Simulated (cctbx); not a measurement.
**RbBa14Al with cctbx, script by script**

Library: cctbx 2025.11. The data are simulated by the first script.

## 1. Simulate the data

run.py:

```python
from cctbx import adptbx, crystal, miller, sgtbx, xray
from cctbx.array_family import flex
from iotbx.shelx import hklf
from scitbx import matrix
import scitbx.random

cs = crystal.symmetry(unit_cell=(13.743, 8.525, 14.31, 90, 90, 90), space_group_symbol='Hall: A 2 -2')  # Amm2
atoms = [  # label, site, U (iso, or U11 U22 U33 U12 U13 U23 in A^2), occupancy
    ("Ba1", (0.7638, 0.5, 0.338), (0.0073, 0.0075, 0.0072, 0.0000, 0.0003, 0.0000), 1),
    ("Ba2", (0.7435, 0.5, 0.8274), (0.0082, 0.0078, 0.0079, 0.0000, -0.0002, 0.0000), 1),
    ("Ba3", (0.7607, 0.7684, 0.0826), (0.0087, 0.0096, 0.0090, -0.0003, -0.0003, 0.0006), 1),
    ("Ba4", (0, 0.7458, 0.9207), (0.0066, 0.0066, 0.0074, 0.0000, 0.0000, -0.0003), 1),
    ("Ba5", (0.5, 0.7675, 0.919), (0.0108, 0.0122, 0.0123, 0.0000, 0.0000, 0.0002), 1),
    ("Ba6", (0, 0.5, 0.1669), (0.0102, 0.0134, 0.0115, 0.0000, 0.0000, 0.0000), 1),
    ("Ba7", (0, 0.5, 0.6676), (0.0087, 0.0080, 0.0103, 0.0000, 0.0000, 0.0000), 1),
    ("Rb1", (0.5, 0.5, 0.1683), (0.0100, 0.0092, 0.0081, 0.0000, 0.0000, 0.0000), 1),
    ("Al1", (0.5, 0.5, 0.6547), (0.0137, 0.0146, 0.0327, 0.0000, 0.0000, 0.0000), 1),
]
xs = xray.structure(crystal_symmetry=cs)
for label, site, u, occ in atoms:
    u = adptbx.u_cif_as_u_star(cs.unit_cell(), u) if isinstance(u, tuple) else u
    xs.add_scatterer(xray.scatterer(label, site=site, u=u, occupancy=occ))
xs.set_inelastic_form_factors(0.71073, "sasaki")
xs.show_summary()
p1 = xs.expand_to_p1()
ms = miller.build_set(p1, anomalous_flag=True, d_min=0.7)
flex.set_random_seed(628968)
scitbx.random.set_random_seed(628968)
ms = ms.select(flex.random_double(ms.size()) < 0.7)
i = ms.structure_factors_from_scatterers(p1, algorithm="direct").f_calc().as_intensity_array().data()
i = i * 70000 / flex.max(i)
sig = flex.sqrt(i + flex.pow2(0.04 * i) + 8 ** 2)
noise = scitbx.random.variate(scitbx.random.normal_distribution())(i.size())
data = ms.array(data=i + sig * noise, sigmas=sig).set_observation_type_xray_intensity()
with open("data.hkl", "w") as f:
    data.export_as_shelx_hklf(f)
print("reflections written:", data.size(), " <I/sigma> = %.1f" % flex.mean(data.data() / data.sigmas()))
for h, a, b in list(data.sort("data"))[:12]:
    print("%4d%4d%4d %9.1f %7.1f" % (h + (a, b)))
```

```console
$ python run.py
```

```text
Number of scatterers: 9
At special positions: 8
Unit cell: (13.743, 8.525, 14.31, 90, 90, 90)
Space group: A m m 2 (No. 38)
reflections written: 14409  <I/sigma> = 6.6
   4   0   0   69731.6  2812.5
  -2   2   2   52704.7  2022.8
   2   0  -4   52225.2  2148.9
   2   2  -2   52192.9  2031.6
   0  -2  -6   51069.2  2022.2
   0   4   0   50784.5  1972.8
  -2   2  -2   50132.2  2031.6
   2   2   2   50092.5  2022.8
   0  -2   6   49137.7  2019.0
   2  -2   2   49050.8  2022.8
   0   2   6   47833.3  2019.0
   2  -2  -2   46023.1  2031.6
```

Run time: 0.45 s on 1 thread of Arm Neoverse N1, with other jobs on the host, peak memory 0.07 GiB.

## 2. Refinement (right model, isotropic)

run.py:

```python
import math
from cctbx import adptbx, crystal, maptbx, sgtbx, xray
from cctbx.array_family import flex
from cctbx.xray import observations
from iotbx.shelx import hklf
from scitbx.lstbx import normal_eqns_solving
from smtbx import absolute_structure, utils
from smtbx.refinement import constraints, least_squares

cs = crystal.symmetry(unit_cell=(13.743, 8.525, 14.31, 90, 90, 90), space_group_symbol='Hall: A 2 -2')  # Amm2
atoms = [  # label, site, U (iso, or U11 U22 U33 U12 U13 U23 in A^2), occupancy
    ("Ba1", (0.7689, 0.5, 0.3329), 0.0200, 1),
    ("Ba2", (0.7412, 0.5, 0.8298), 0.0200, 1),
    ("Ba3", (0.7647, 0.7679, 0.0889), 0.0200, 1),
    ("Ba4", (0, 0.7452, 0.916), 0.0200, 1),
    ("Ba5", (0.5, 0.7666, 0.9183), 0.0200, 1),
    ("Ba6", (0, 0.5, 0.1667), 0.0200, 1),
    ("Ba7", (0, 0.5, 0.663), 0.0200, 1),
    ("Rb1", (0.5, 0.5, 0.1671), 0.0200, 1),
    ("Al1", (0.5, 0.5, 0.6543), 0.0200, 1),
]
xs = xray.structure(crystal_symmetry=cs)
for label, site, u, occ in atoms:
    u = adptbx.u_cif_as_u_star(cs.unit_cell(), u) if isinstance(u, tuple) else u
    xs.add_scatterer(xray.scatterer(label, site=site, u=u, occupancy=occ))
xs.set_inelastic_form_factors(0.71073, "sasaki")
raw = hklf.reader(file_name="data.hkl").as_miller_arrays(crystal_symmetry=cs, anomalous=True)[0]
merged = raw.eliminate_sys_absent().merge_equivalents()
fo2 = merged.array().set_observation_type_xray_intensity()
print("Rint %.3f, %d unique reflections to %.2f A" % (merged.r_int(), fo2.size(), fo2.d_min()))
for sc in xs.scatterers():
    sc.flags.set_grad_site(True)
    sc.flags.set_grad_u_aniso(sc.flags.use_u_aniso())
    sc.flags.set_grad_u_iso(sc.flags.use_u_iso())
obs = fo2.as_xray_observations()
extra = {}
rep = constraints.reparametrisation(xs, [], utils.connectivity_table(xs), **extra)
ls = least_squares.crystallographic_ls(obs, rep, weighting_scheme=least_squares.mainstream_shelx_weighting(a=0, b=0))
print("cycle     R1     wR2    GooF  max shift (A)")
for cycle in range(8):
    ls.build_up()
    r1, wr2, goof = ls.r1_factor(cutoff_factor=2)[0], ls.wR2(), ls.goof()
    old = xs.sites_cart()
    normal_eqns_solving.levenberg_marquardt_iterations(ls, n_max_iterations=3, tau=1e-06, step_threshold=1e-7)
    big = flex.max((xs.sites_cart() - old).norms())
    print("%4d %7.4f %7.4f %7.3f %9.5f" % (cycle + 1, r1, wr2, goof, big))
    ls.build_up(objective_only=True)
    if abs(ls.wR2() - wr2) < 5e-5 and big < 5e-4:
        break
ls.build_up()
print("final R1 %.4f wR2 %.4f GooF %.3f  parameters %d  data/parameter %.1f" % (ls.r1_factor(cutoff_factor=2)[0], ls.wR2(), ls.goof(), ls.n_parameters, fo2.size() / ls.n_parameters))
cov = ls.covariance_matrix_and_annotations()
su = dict(zip(cov.annotations, (math.sqrt(max(v, 0)) for v in cov.matrix.matrix_packed_u_diagonal())))
a2 = cs.unit_cell().reciprocal_parameters()[0] ** -2
print("atom        x        y        z      Ueq    occ   su(xyz)  su(Uiso or U11)")
for sc in xs.scatterers():
    s = max(su.get(sc.label + k, 0) for k in (".x", ".y", ".z"))
    npd = "" if sc.is_positive_definite_u(cs.unit_cell()) else "  NPD"
    print("%-5s %8.5f %8.5f %8.5f %8.4f %6.3f %8.5f %7.4f%s" % ((sc.label,) + sc.site + (sc.u_iso_or_equiv(cs.unit_cell()), sc.occupancy, s, su.get(sc.label + ".uiso", su.get(sc.label + ".u11", 0) * a2), npd)))
fo = fo2.f_sq_as_f()
fc = fo.structure_factors_from_scatterers(xs, algorithm="direct").f_calc()
diff = fo.f_obs_minus_f_calc(1 / math.sqrt(ls.scale_factor()), fc).average_bijvoet_mates()
m = diff.fft_map(symmetry_flags=maptbx.use_space_group_symmetry, resolution_factor=0.25).apply_volume_scaling()
print("difference map: max %.2f min %.2f rms %.2f" % (m.statistics().max(), m.statistics().min(), m.statistics().sigma()))
peaks = m.peak_search(parameters=maptbx.peak_search_parameters(min_distance_sym_equiv=0.6, max_clusters=6)).all()
near = xs.closest_distances(peaks.sites(), distance_cutoff=4)
sps = cs.special_position_settings(min_distance_sym_equiv=0.5)
for k, (x, h) in enumerate(zip(peaks.sites(), peaks.heights())):
    ss = sps.site_symmetry(x)
    print("Q%-3d %7.4f %7.4f %7.4f %4d %7.2f  %.2f A from %s" % ((k + 1,) + tuple(t % 1 for t in ss.exact_site()) + (ss.multiplicity(), h, near.smallest_distances[k], xs.scatterers()[near.i_seqs[k]].label)))
```

```console
$ python run.py
```

```text
Rint 0.031, 2747 unique reflections to 0.70 A
cycle     R1     wR2    GooF  max shift (A)
   1  0.2456  0.5286  11.676   0.11780
   2  0.0196  0.0491   1.085   0.01594
   3  0.0189  0.0469   1.036   0.00033
final R1 0.0189 wR2 0.0469 GooF 1.036  parameters 24  data/parameter 114.5
atom        x        y        z      Ueq    occ   su(xyz)  su(Uiso or U11)
Ba1    0.76376  0.50000  0.33703   0.0073  1.000  0.00002  0.0001
Ba2    0.74347  0.50000  0.82636   0.0080  1.000  0.00002  0.0001
Ba3    0.76074  0.76843  0.08164   0.0092  1.000  0.00003  0.0001
Ba4    0.00000  0.74580  0.91975   0.0069  1.000  0.00003  0.0001
Ba5    0.50000  0.76748  0.91800   0.0116  1.000  0.00004  0.0001
Ba6    0.00000  0.50000  0.16604   0.0114  1.000  0.00003  0.0001
Ba7    0.00000  0.50000  0.66671   0.0089  1.000  0.00003  0.0001
Rb1    0.50000  0.50000  0.16727   0.0094  1.000  0.00005  0.0001
Al1    0.50000  0.50000  0.65427   0.0206  1.000  0.00021  0.0006
difference map: max 1.70 min -1.27 rms 0.17
Q1    0.0000  0.0595  0.6631    4    1.73  0.51 A from Ba6
Q2    0.5000  0.0000  0.1186    2    1.56  0.51 A from Al1
Q3    0.5000  0.0000  0.1870    2    1.35  0.47 A from Al1
Q4    0.0000  0.0000  0.2003    2    1.17  0.48 A from Ba7
Q5    0.5000  0.0000  0.9604    2    1.09  2.07 A from Ba5
Q6    0.5000  0.0000  0.0513    2    0.98  1.47 A from Al1
```

Time: 0.63 s.

## 3. Refinement (right model, anisotropic)

run.py, as its changes from the last script of this kind:

```diff
@@ -12,9 +12,9 @@
-    ("Ba1", (0.7689, 0.5, 0.3329), 0.0200, 1),
-    ("Ba2", (0.7412, 0.5, 0.8298), 0.0200, 1),
-    ("Ba3", (0.7647, 0.7679, 0.0889), 0.0200, 1),
-    ("Ba4", (0, 0.7452, 0.916), 0.0200, 1),
-    ("Ba5", (0.5, 0.7666, 0.9183), 0.0200, 1),
-    ("Ba6", (0, 0.5, 0.1667), 0.0200, 1),
-    ("Ba7", (0, 0.5, 0.663), 0.0200, 1),
-    ("Rb1", (0.5, 0.5, 0.1671), 0.0200, 1),
-    ("Al1", (0.5, 0.5, 0.6543), 0.0200, 1),
+    ("Ba1", (0.76376, 0.5, 0.33703), 0.0073, 1),
+    ("Ba2", (0.74347, 0.5, 0.82636), 0.0080, 1),
+    ("Ba3", (0.76074, 0.76843, 0.08164), 0.0092, 1),
+    ("Ba4", (0, 0.7458, 0.91975), 0.0069, 1),
+    ("Ba5", (0.5, 0.76748, 0.918), 0.0116, 1),
+    ("Ba6", (0, 0.5, 0.16604), 0.0114, 1),
+    ("Ba7", (0, 0.5, 0.66671), 0.0089, 1),
+    ("Rb1", (0.5, 0.5, 0.16727), 0.0094, 1),
+    ("Al1", (0.5, 0.5, 0.65427), 0.0206, 1),
@@ -26,0 +27 @@
+xs.convert_to_anisotropic()
@@ -59,0 +61,4 @@
+fc = fo2.structure_factors_from_scatterers(xs, algorithm="direct").f_calc()
+absolute_structure.flack_analysis(xs, fo2.as_xray_observations()).show()
+h = absolute_structure.hooft_analysis(fo2, fc, scale_factor=ls.scale_factor())
+print("Hooft y: %.3f(%.0f)  Bijvoet pairs: %d" % (h.hooft_y, 1000 * h.sigma_y, h.n_bijvoet_pairs))
```

```console
$ python run.py
```

```text
Rint 0.031, 2747 unique reflections to 0.70 A
cycle     R1     wR2    GooF  max shift (A)
   1  0.0189  0.0469   1.042   0.00953
   2  0.0174  0.0425   0.943   0.00018
final R1 0.0174 wR2 0.0425 GooF 0.943  parameters 49  data/parameter 56.1
atom        x        y        z      Ueq    occ   su(xyz)  su(Uiso or U11)
Ba1    0.76381  0.50000  0.33704   0.0073  1.000  0.00002  0.0001
Ba2    0.74351  0.50000  0.82645   0.0080  1.000  0.00002  0.0001
Ba3    0.76072  0.76842  0.08167   0.0091  1.000  0.00003  0.0001
Ba4    0.00000  0.74581  0.91975   0.0069  1.000  0.00003  0.0001
Ba5    0.50000  0.76753  0.91808   0.0118  1.000  0.00004  0.0001
Ba6    0.00000  0.50000  0.16591   0.0116  1.000  0.00003  0.0002
Ba7    0.00000  0.50000  0.66661   0.0089  1.000  0.00003  0.0002
Rb1    0.50000  0.50000  0.16739   0.0092  1.000  0.00005  0.0003
Al1    0.50000  0.50000  0.65359   0.0205  1.000  0.00028  0.0011
Flack x: -0.036(14)
Hooft y: -0.032(15)  Bijvoet pairs: 1296
difference map: max 0.87 min -0.77 rms 0.15
Q1    0.2530  0.0000  0.2068    4    0.88  1.71 A from Ba2
Q2    0.5000  0.0000  0.5459    2    0.88  1.74 A from Rb1
Q3    0.5000  0.0000  0.4518    2    0.83  2.33 A from Ba5
Q4    0.2364  0.0000  0.4388    4    0.76  1.63 A from Ba2
Q5    0.5000  0.0000  0.0582    2    0.73  1.36 A from Al1
Q6    0.2718  0.0000  0.0492    4    0.73  2.08 A from Ba3
```

Time: 0.64 s.

## 4. Refinement

run.py, as its changes from the last script of this kind:

```diff
@@ -12,9 +12,9 @@
-    ("Ba1", (0.76376, 0.5, 0.33703), 0.0073, 1),
-    ("Ba2", (0.74347, 0.5, 0.82636), 0.0080, 1),
-    ("Ba3", (0.76074, 0.76843, 0.08164), 0.0092, 1),
-    ("Ba4", (0, 0.7458, 0.91975), 0.0069, 1),
-    ("Ba5", (0.5, 0.76748, 0.918), 0.0116, 1),
-    ("Ba6", (0, 0.5, 0.16604), 0.0114, 1),
-    ("Ba7", (0, 0.5, 0.66671), 0.0089, 1),
-    ("Rb1", (0.5, 0.5, 0.16727), 0.0094, 1),
-    ("Al1", (0.5, 0.5, 0.65427), 0.0206, 1),
+    ("Ba1", (0.23624, 0.5, 0.66297), 0.0073, 1),
+    ("Ba2", (0.25653, 0.5, 0.17364), 0.0080, 1),
+    ("Ba3", (0.23926, 0.23157, 0.91836), 0.0092, 1),
+    ("Ba4", (0, 0.2542, 0.08025), 0.0069, 1),
+    ("Ba5", (0.5, 0.23252, 0.082), 0.0116, 1),
+    ("Ba6", (0, 0.5, 0.83396), 0.0114, 1),
+    ("Ba7", (0, 0.5, 0.33329), 0.0089, 1),
+    ("Rb1", (0.5, 0.5, 0.83273), 0.0094, 1),
+    ("Al1", (0.5, 0.5, 0.34573), 0.0206, 1),
@@ -41 +41 @@
-for cycle in range(8):
+for cycle in range(12):
```

```console
$ python run.py
```

```text
Rint 0.031, 2747 unique reflections to 0.70 A
cycle     R1     wR2    GooF  max shift (A)
   1  0.0297  0.0792   1.758   0.01959
   2  0.0287  0.0761   1.688   0.00051
   3  0.0287  0.0761   1.688   0.00001
final R1 0.0287 wR2 0.0761 GooF 1.688  parameters 49  data/parameter 56.1
atom        x        y        z      Ueq    occ   su(xyz)  su(Uiso or U11)
Ba1    0.23620  0.50000  0.66297   0.0073  1.000  0.00004  0.0002
Ba2    0.25643  0.50000  0.17350   0.0077  1.000  0.00004  0.0002
Ba3    0.23929  0.23162  0.91829   0.0089  1.000  0.00005  0.0001
Ba4    0.00000  0.25416  0.08036   0.0070  1.000  0.00006  0.0002
Ba5    0.50000  0.23239  0.08195   0.0118  1.000  0.00007  0.0002
Ba6    0.00000  0.50000  0.83407   0.0117  1.000  0.00006  0.0003
Ba7    0.00000  0.50000  0.33331   0.0090  1.000  0.00006  0.0003
Rb1    0.50000  0.50000  0.83258   0.0105  1.000  0.00010  0.0005
Al1    0.50000  0.50000  0.34714   0.0213  1.000  0.00051  0.0020
Flack x: 1.053(15)
Hooft y: 1.053(15)  Bijvoet pairs: 1296
difference map: max 3.06 min -0.78 rms 0.16
Q1    0.5000  0.0000  0.3325    2    3.06  0.00 A from Rb1
Q2    0.5000  0.0000  0.4547    2    1.02  1.75 A from Rb1
Q3    0.2551  0.0000  0.7945    4    0.91  1.73 A from Ba2
Q4    0.5000  0.0000  0.9345    2    0.87  1.25 A from Al1
Q5    0.5000  0.0000  0.5475    2    0.86  2.33 A from Ba5
Q6    0.0000  0.1002  0.5806    4    0.82  1.24 A from Ba4
```

Time: 0.68 s.

This run holds a fault made on purpose: the structure inverted.

## 5. Refinement

run.py, as its changes from the last script of this kind:

```diff
@@ -12,9 +12,9 @@
-    ("Ba1", (0.23624, 0.5, 0.66297), 0.0073, 1),
-    ("Ba2", (0.25653, 0.5, 0.17364), 0.0080, 1),
-    ("Ba3", (0.23926, 0.23157, 0.91836), 0.0092, 1),
-    ("Ba4", (0, 0.2542, 0.08025), 0.0069, 1),
-    ("Ba5", (0.5, 0.23252, 0.082), 0.0116, 1),
-    ("Ba6", (0, 0.5, 0.83396), 0.0114, 1),
-    ("Ba7", (0, 0.5, 0.33329), 0.0089, 1),
-    ("Rb1", (0.5, 0.5, 0.83273), 0.0094, 1),
-    ("Al1", (0.5, 0.5, 0.34573), 0.0206, 1),
+    ("Ba1", (0.76376, 0.5, 0.33703), 0.0073, 1),
+    ("Ba2", (0.74347, 0.5, 0.82636), 0.0080, 1),
+    ("Ba3", (0.76074, 0.76843, 0.08164), 0.0092, 1),
+    ("Ba4", (0, 0.7458, 0.91975), 0.0069, 1),
+    ("Ba5", (0.5, 0.76748, 0.918), 0.0116, 1),
+    ("Ba6", (0, 0.5, 0.16604), 0.0114, 1),
+    ("Ba7", (0, 0.5, 0.66671), 0.0089, 1),
+    ("Rb1", (0.5, 0.5, 0.16727), 0.0094, 1),
+    ("Al1", (0.5, 0.5, 0.65427), 0.0206, 1),
@@ -26 +26 @@
-xs.set_inelastic_form_factors(0.71073, "sasaki")
+xs.set_inelastic_form_factors(1.54184, "sasaki")
@@ -61,4 +60,0 @@
-fc = fo2.structure_factors_from_scatterers(xs, algorithm="direct").f_calc()
-absolute_structure.flack_analysis(xs, fo2.as_xray_observations()).show()
-h = absolute_structure.hooft_analysis(fo2, fc, scale_factor=ls.scale_factor())
-print("Hooft y: %.3f(%.0f)  Bijvoet pairs: %d" % (h.hooft_y, 1000 * h.sigma_y, h.n_bijvoet_pairs))
```

```console
$ python run.py
```

```text
Rint 0.031, 2747 unique reflections to 0.70 A
cycle     R1     wR2    GooF  max shift (A)
   1  0.0428  0.1112   2.468   0.02825
   2  0.0397  0.1044   2.317   0.00207
   3  0.0397  0.1044   2.317   0.00011
final R1 0.0397 wR2 0.1044 GooF 2.317  parameters 49  data/parameter 56.1
atom        x        y        z      Ueq    occ   su(xyz)  su(Uiso or U11)
Ba1    0.76391  0.50000  0.33697   0.0087  1.000  0.00006  0.0002
Ba2    0.74372  0.50000  0.82646   0.0079  1.000  0.00005  0.0003
Ba3    0.76074  0.76839  0.08169   0.0096  1.000  0.00007  0.0002
Ba4    0.00000  0.74585  0.91931   0.0077  1.000  0.00007  0.0003
Ba5    0.50000  0.76777  0.91773   0.0123  1.000  0.00010  0.0003
Ba6    0.00000  0.50000  0.16614   0.0128  1.000  0.00009  0.0004
Ba7    0.00000  0.50000  0.66684   0.0099  1.000  0.00008  0.0004
Rb1    0.50000  0.50000  0.16793   0.0140  1.000  0.00014  0.0007
Al1    0.50000  0.50000  0.65640   0.0248  1.000  0.00080  0.0026
difference map: max 2.74 min -2.87 rms 0.22
Q1    0.5000  0.0000  0.4980    2    2.75  2.43 A from Rb1
Q2    0.2570  0.0000  0.3253    4    2.70  0.02 A from Ba2
Q3    0.2494  0.2455  0.0802    8    1.96  0.18 A from Ba3
Q4    0.0000  0.0000  0.5024    2    1.88  2.34 A from Ba6
Q5    0.0000  0.2047  0.7373    4    1.80  2.02 A from Ba6
Q6    0.5000  0.0000  0.3193    2    1.73  2.33 A from Al1
```

Time: 0.65 s.

This run holds a fault made on purpose: dispersion terms of the wrong wavelength.

## 6. Refinement

run.py, as its changes from the last script of this kind:

```diff
@@ -19 +19 @@
-    ("Rb1", (0.5, 0.5, 0.16727), 0.0094, 1),
+    ("Cu1", (0.5, 0.5, 0.16727), 0.0094, 1),
@@ -26 +26 @@
-xs.set_inelastic_form_factors(1.54184, "sasaki")
+xs.set_inelastic_form_factors(0.71073, "sasaki")
```

```console
$ python run.py
```

```text
Rint 0.031, 2747 unique reflections to 0.70 A
cycle     R1     wR2    GooF  max shift (A)
   1  0.0422  0.1074   2.383   0.00273
   2  0.0238  0.0616   1.367   0.00010
final R1 0.0238 wR2 0.0616 GooF 1.367  parameters 49  data/parameter 56.1
atom        x        y        z      Ueq    occ   su(xyz)  su(Uiso or U11)
Ba1    0.76388  0.50000  0.33708   0.0070  1.000  0.00003  0.0001
Ba2    0.74352  0.50000  0.82642   0.0077  1.000  0.00003  0.0002
Ba3    0.76072  0.76853  0.08167   0.0089  1.000  0.00004  0.0001
Ba4    0.00000  0.74578  0.91974   0.0065  1.000  0.00004  0.0002
Ba5    0.50000  0.76766  0.91803   0.0115  1.000  0.00006  0.0002
Ba6    0.00000  0.50000  0.16591   0.0113  1.000  0.00005  0.0003
Ba7    0.00000  0.50000  0.66662   0.0087  1.000  0.00005  0.0002
Cu1    0.50000  0.50000  0.16746  -0.0026  1.000  0.00008  0.0004  NPD
Al1    0.50000  0.50000  0.65427   0.0201  1.000  0.00042  0.0016
difference map: max 3.55 min -1.43 rms 0.21
Q1    0.5000  0.0000  0.6867    2    3.56  0.28 A from Cu1
Q2    0.2507  0.0000  0.3063    4    1.42  0.30 A from Ba2
Q3    0.2499  0.2446  0.0829    8    1.23  0.18 A from Ba3
Q4    0.5000  0.2453  0.9217    4    1.04  0.12 A from Ba5
Q5    0.5000  0.0000  0.5378    2    1.04  1.86 A from Cu1
Q6    0.2442  0.0000  0.8250    4    1.02  0.21 A from Ba1
```

It took 0.61 s on 1 thread of Arm Neoverse N1 (shared host), peak memory 0.09 GiB.

This run holds a fault made on purpose: wrong element: Cu1 is Rb.

[Logs are printed without paths, hosts, clocks, repeated set-up lines and the standing remarks that a program may print on its own settings, such as how far it seeks lower states.]
